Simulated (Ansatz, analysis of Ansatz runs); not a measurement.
# Mg2TiO4 (Imma), V_O hop (2.7 Å): attempt frequency at charge 0, part 2 of 2

Aim: the prefactor of a hop in Mg2TiO4 (Imma) (V_O hop (2.7 Å), charge 0) from the modes of the moving atom at the start and at the top of a path found beforehand. Model: a cell of 56 host atoms with 1 O taken out.

Ansatz 0.2.0; plane-wave PAW DFT, PBEsol; finite-difference force constants of the moving atom alone.

So far. Step 2 (Vibrations of the moving atom at the start point): The three modes are 378, 474 and 540 cm⁻¹: all real, a minimum for this atom with the others held.

## Step 3: Vibrations of the moving atom at the top of the path

The same at the top, where the mode along the path should be imaginary.

q0.top.modes/input.yaml reads:

```yaml
crystal:
  lattice:
    - [5.93160526, 5.95895149, 0.0]
    - [-5.93160526, 5.95895149, 0.0]
    - [0.0, 0.0, 8.47824647]
  atoms:
    - { symbol: Mg, position: [0.34485816, 0.34458039, 0.10559547] }
    - { symbol: Mg, position: [0.37514747, 0.87705654, 0.63533887] }
[... 5 atom lines left out ...]
    - { symbol: Mg, position: [0.77409179, 0.50667742, 0.2299264] }
[... 3 atom lines left out ...]
    - { symbol: Mg, position: [0.50619871, 0.76718223, 0.25779696] }
[... 2 atom lines left out ...]
    - { symbol: Mg, position: [0.62039076, 0.15442968, 0.36825775] }
[... 4 atom lines left out ...]
    - { symbol: Ti, position: [0.75092967, 0.77872711, 0.49300363] }
[... 3 atom lines left out ...]
    - { symbol: Ti, position: [0.47640646, 0.50839574, 0.52602496] }
[... 3 atom lines left out ...]
    - { symbol: O, position: [0.50707698, 0.7379299, 0.49823975] }
[... 6 atom lines left out ...]
    - { symbol: O, position: [0.62907569, 0.47790923, 0.39048628] }
[... 3 atom lines left out ...]
    - { symbol: O, position: [0.74382194, 0.7422372, 0.26945171] }
[... 2 atom lines left out ...]
    - { symbol: O, position: [0.76481129, 0.25551716, 0.21703078] }
[... 1 atom line left out ...]
    - { symbol: O, position: [0.2565669, 0.491737, 0.50114583] }
[... 3 atom lines left out ...]
    - { symbol: O, position: [0.49078843, 0.49195712, 0.74055171] }
[... 3 atom lines left out ...]
    - { symbol: O, position: [0.4700834, 0.25650787, 0.51824397] }
[... 2 atom lines left out ...]
    - { symbol: O, position: [0.98367274, 0.75994099, 0.4992133] }
  symmetry: { detect: false }
basis:
  ecutwfc: 420
  xc_grid: 2
hamiltonian:
  xc: pbesol
kpoints:
  mp_grid: { grid: [1, 1, 1], shift: [0.25, 0.25, 0.25] }
scf:
  occupations: { method: fixed }
  max_iter: 150
phonons:
  supercell: [1, 1, 1]
  displaced_sites: [34]
  amplitude: 0.02
```

Run with:

```bash
$ ansatz run input.yaml --threads 4 --pin off --max-ram 14131MiB --backend cpu --events-out ev --progress --plain --runs-dir out
```

Numbers of over 12 decimals in the logs are rounded to 6 here.

The program printed:

```text
[...]
Crystal: 55 atoms, lattice volume = 599.347 Å³
Basis set: ecut = 420 eV, 11701 PW (Γ), exchange–correlation on 120×120×120 points (8 copies of the dense FFT grid, shifted against one another)
Bands: 276, of which v1, the nominal top of the filled ones, is band 221 counted from 1 (220 counted from 0)
Symmetry: 1 space group operations
k-points: 1
[...]
SCF iter   1: F=—  HF=-67847.557979 eV  |F-HF|=—  |Δ(HF+E_count)|=         —  Δρ=2.51e-2  dr2=6.90e0  ethr=1.77e-3  ⟨swp⟩=4.0  Hψ=950  notcnv=0  defer=49
[...]
SCF iter  27: F=-67846.979670 eV  HF=-67846.979670 eV  |F-HF|=4.37e-11  |Δ(HF+E_count)|=    0.00e0  Δρ=1.01e-7  dr2=1.23e-10  ethr=1.00e-12  ⟨swp⟩=3.0  Hψ=701  notcnv=0
SCF 1 converged in 27 iterations: F = -67846.979670 eV  dr2 = 1.23e-10
[...]
WARN: the harmonic batch is taken at displacements of 0.0025 Å and a dr2 threshold of 6.3e-11 eV from here on, in place of the typed 0.02 Å and 1.0e-9 eV, a step that its levels, its solves or its constants may not bear out (scf.occupations.method, [...]
SCF iter   1: F=—  HF=-67847.557979 eV  |F-HF|=—  |Δ(HF+E_count)|=         —  Δρ=2.51e-2  dr2=6.90e0  ethr=1.77e-3  ⟨swp⟩=4.0  Hψ=950  notcnv=0  defer=49
[...]
SCF iter  28: F=-67846.979670 eV  HF=-67846.979670 eV  |F-HF|=2.91e-11  |Δ(HF+E_count)|=  1.46e-11  Δρ=5.45e-8  dr2=3.46e-11  ethr=1.00e-12  ⟨swp⟩=11.0  Hψ=1246  notcnv=0
SCF 2 converged in 28 iterations: F = -67846.979670 eV  dr2 = 3.46e-11
[...]
SCF iter  16: F=-67846.979609 eV  HF=-67846.979609 eV  |F-HF|=0.00e0  |Δ(HF+E_count)|=  1.46e-11  Δρ=3.51e-8  dr2=1.19e-11  ethr=1.00e-12  ⟨swp⟩=3.0  Hψ=860  notcnv=0
SCF 3 converged in 16 iterations: F = -67846.979609 eV  dr2 = 1.19e-11
[...]
SCF iter  16: F=-67846.979632 eV  HF=-67846.979632 eV  |F-HF|=2.91e-11  |Δ(HF+E_count)|=  1.46e-11  Δρ=4.95e-8  dr2=3.57e-11  ethr=1.00e-12  ⟨swp⟩=3.0  Hψ=695  notcnv=0
SCF 4 converged in 16 iterations: F = -67846.979632 eV  dr2 = 3.57e-11
[...]
SCF iter  14: F=-67846.979678 eV  HF=-67846.979678 eV  |F-HF|=4.37e-11  |Δ(HF+E_count)|=  2.91e-11  Δρ=5.59e-8  dr2=4.01e-11  ethr=1.00e-12  ⟨swp⟩=3.0  Hψ=729  notcnv=0
SCF 5 converged in 14 iterations: F = -67846.979678 eV  dr2 = 4.01e-11
[...]
SCF iter  17: F=-67846.979585 eV  HF=-67846.979585 eV  |F-HF|=2.91e-11  |Δ(HF+E_count)|=  1.46e-11  Δρ=5.59e-8  dr2=4.30e-11  ethr=1.00e-12  ⟨swp⟩=3.0  Hψ=860  notcnv=0
SCF 6 converged in 17 iterations: F = -67846.979585 eV  dr2 = 4.30e-11
[...]
SCF iter  16: F=-67846.979635 eV  HF=-67846.979635 eV  |F-HF|=2.91e-11  |Δ(HF+E_count)|=    0.00e0  Δρ=3.13e-8  dr2=8.73e-12  ethr=1.00e-12  ⟨swp⟩=3.0  Hψ=698  notcnv=0
SCF 7 converged in 16 iterations: F = -67846.979635 eV  dr2 = 8.73e-12
[...]
SCF iter   1: F=—  HF=-67846.979973 eV  |F-HF|=—  |Δ(HF+E_count)|=         —  Δρ=2.77e-4  dr2=1.19e-3  ethr=3.06e-8  ⟨swp⟩=4.0  Hψ=1534  notcnv=0  defer=53
eigensolver tolerance schedule calibrated: the retry pair's looser diagonalisation under-reported the residual by θ = 0.89 (0.18/decade); [...]
SCF iter   2: F=—  HF=-67846.987112 eV  |F-HF|=—  |Δ(HF+E_count)|=   7.14e-3  Δρ=9.40e-3  dr2=1.41e0  ethr=3.06e-8  ⟨swp⟩=3.0  Hψ=434  notcnv=0  defer=53  recentre
[...]
SCF iter  15: F=-67846.979578 eV  HF=-67846.979578 eV  |F-HF|=5.82e-11  |Δ(HF+E_count)|=  2.91e-11  Δρ=6.97e-8  dr2=5.58e-11  ethr=1.00e-12  ⟨swp⟩=3.0  Hψ=722  notcnv=0
SCF 8 converged in 15 iterations: F = -67846.979578 eV  dr2 = 5.58e-11
the harmonic batch is solved at displacements of 0.00125 Å and a dr2 threshold of 1.6e-11 eV too, to whose constants those of 0.0025 Å and 6.3e-11 eV are held (scf.occupations.method, Limitations)
SCF iter   1: F=—  HF=-67847.557979 eV  |F-HF|=—  |Δ(HF+E_count)|=         —  Δρ=2.51e-2  dr2=6.90e0  ethr=1.77e-3  ⟨swp⟩=4.0  Hψ=950  notcnv=0  defer=49
[...]
SCF iter  30: F=-67846.979670 eV  HF=-67846.979670 eV  |F-HF|=2.91e-11  |Δ(HF+E_count)|=  1.46e-11  Δρ=1.74e-8  dr2=4.13e-12  ethr=1.00e-12  ⟨swp⟩=3.0  Hψ=876  notcnv=0
SCF 9 converged in 30 iterations: F = -67846.979670 eV  dr2 = 4.13e-12
[...]
SCF iter  15: F=-67846.979652 eV  HF=-67846.979652 eV  |F-HF|=1.46e-11  |Δ(HF+E_count)|=    0.00e0  Δρ=3.11e-8  dr2=1.08e-11  ethr=1.00e-12  ⟨swp⟩=5.0  Hψ=1077  notcnv=0
SCF 10 converged in 15 iterations: F = -67846.979652 eV  dr2 = 1.08e-11
[...]
SCF iter  17: F=-67846.979663 eV  HF=-67846.979663 eV  |F-HF|=1.46e-11  |Δ(HF+E_count)|=  1.46e-11  Δρ=1.24e-8  dr2=1.65e-12  ethr=1.00e-12  ⟨swp⟩=4.0  Hψ=877  notcnv=0
SCF 11 converged in 17 iterations: F = -67846.979663 eV  dr2 = 1.65e-12
[...]
SCF iter  15: F=-67846.979684 eV  HF=-67846.979684 eV  |F-HF|=1.46e-11  |Δ(HF+E_count)|=    0.00e0  Δρ=2.27e-8  dr2=6.05e-12  ethr=1.00e-12  ⟨swp⟩=5.0  Hψ=1077  notcnv=0
SCF 12 converged in 15 iterations: F = -67846.979684 eV  dr2 = 6.05e-12
[...]
SCF iter  15: F=-67846.979637 eV  HF=-67846.979637 eV  |F-HF|=2.91e-11  |Δ(HF+E_count)|=  1.46e-11  Δρ=2.54e-8  dr2=6.21e-12  ethr=1.00e-12  ⟨swp⟩=4.0  Hψ=1079  notcnv=0
SCF 13 converged in 15 iterations: F = -67846.979637 eV  dr2 = 6.21e-12
[...]
SCF iter  17: F=-67846.979669 eV  HF=-67846.979669 eV  |F-HF|=1.46e-11  |Δ(HF+E_count)|=  1.46e-11  Δρ=1.28e-8  dr2=1.61e-12  ethr=1.00e-12  ⟨swp⟩=4.0  Hψ=877  notcnv=0
SCF 14 converged in 17 iterations: F = -67846.979669 eV  dr2 = 1.61e-12
[...]
SCF iter  16: F=-67846.979640 eV  HF=-67846.979640 eV  |F-HF|=4.37e-11  |Δ(HF+E_count)|=  2.91e-11  Δρ=2.46e-8  dr2=8.41e-12  ethr=1.00e-12  ⟨swp⟩=4.0  Hψ=1096  notcnv=0
SCF 15 converged in 16 iterations: F = -67846.979640 eV  dr2 = 8.41e-12
the harmonic batch is taken at displacements of 0.00125 Å and a dr2 threshold of 1.6e-11 eV from here on, in place of 0.0025 Å and 6.3e-11 eV, a step that its levels, its solves or its constants may not bear out (scf.occupations.method, Limitations); [...]
SCF converged after 30 iterations
Free energy (F): -67846.979670 eV
[...]
Internal energy: -67846.979670 eV  (E = F + TS)
E sigma→0 (E₀):  -67846.979670 eV
Fermi energy:    10.117591 eV
[...]
--- Forces (eV/Å), atoms counted from 1 ---
  atom   1  Mg    -0.00300533     0.00126706     0.00031000
  atom   2  Mg     0.00236948     0.00011400    -0.00228818
  [... 5 atoms left out ...]
  atom   8  Mg     0.00474880    -0.00776688    -0.00257401
  [... 3 atoms left out ...]
  atom  12  Mg     0.00005246     0.00020703     0.00058521
  [... 2 atoms left out ...]
  atom  15  Mg     0.00195172     0.00147242     0.00122603
  [... 4 atoms left out ...]
  atom  20  Ti     0.00431388    -0.01372574    -0.00170260
  [... 3 atoms left out ...]
  atom  24  Ti     0.01133776    -0.01387167    -0.00539025
  [... 3 atoms left out ...]
  atom  28  O     -0.00294148     0.00349165    -0.00005704
  [... 6 atoms left out ...]
  atom  35  O     -0.00455461     0.01873432     0.01148501
  [... 3 atoms left out ...]
  atom  39  O     -0.00150274     0.00396232    -0.00081281
  [... 2 atoms left out ...]
  atom  42  O     -0.00023069    -0.00036778     0.00168394
  [... 9 atoms left out ...]
  atom  52  O     -0.00229905     0.00416640     0.00027806
  [... 3 atoms left out ...]
  max |Σ_I F_I| component: 1.22e-5 eV/Å
--- Band table (eV) ---
[...]
transpose residual: 1.2e-4 eV/Å²
[...]
frequencies among the named sites at Γ of the cell (cm⁻¹): -127.11 321.25 859.11
  unstable modes among the named sites: 1
  frequencies as built, with no sum rule (cm⁻¹): -127.02 321.26 859.11
  zero-point energy: 0.073173 eV/cell   skipped modes (ω ≤ 0): 1, of them read as no rigid motion or as one in doubt: 1 (1.000e0 modes/cell left out, lowest -127.11 cm⁻¹)
[...]
```

Wall time 4.1 min (4 threads of Arm Neoverse V1, shared host); peak memory 1.2 GiB.

Read from the output:

```yaml
free_energy: -67846.9797 eV
frequencies_of_moving_atom: -127.1, 321.3, 859.1 cm⁻¹ (negative: imaginary)
```

The three modes are 127i, 321 and 859 cm⁻¹: one imaginary, a saddle of first order for this atom with the others held.

## Step 4: Attempt frequency and hop rate

Analysis of the runs above: harmonic transition-state theory from the moving atom's modes alone (Vineyard), PBEsol.

It gives:

| Quantity | Value |
| --- | --- |
| attempt frequency | 10.50 THz |

Table of hop rate by temperature:

```tsv
temperature (K)	hop rate (1/s)
200	8.3e-36
300	9.0e-20
400	9.3e-12
600	9.7e-4
800	9.90
1000	2515
```

## Step 5: Results

- attempt frequency (attempt frequency and hop rate): 10.5 THz

In words: The attempt frequency, the product of the three frequencies at the start over that of the two real ones at the top (Vineyard), is 10.5 THz. With the barrier of 1.91 eV it gives 9.7e-04 hops a second at 600 K along this one path; equivalent neighbouring sites multiply that. The host's atoms were held, though they move along the path too, so the prefactor is rough. Keep in mind: one k-point off the zone centre stands for the whole zone; periodic copies of the defect are only 8.4 Å apart.

[Logs are printed without paths, hosts, clocks, repeated set-up lines and the standing remarks that a program may print on its own settings, such as how far it seeks lower states.]

[Hosts, paths, dates, database ids (printed as entryN), source tags and the programs' standing remarks are cut or masked in the printed files.]
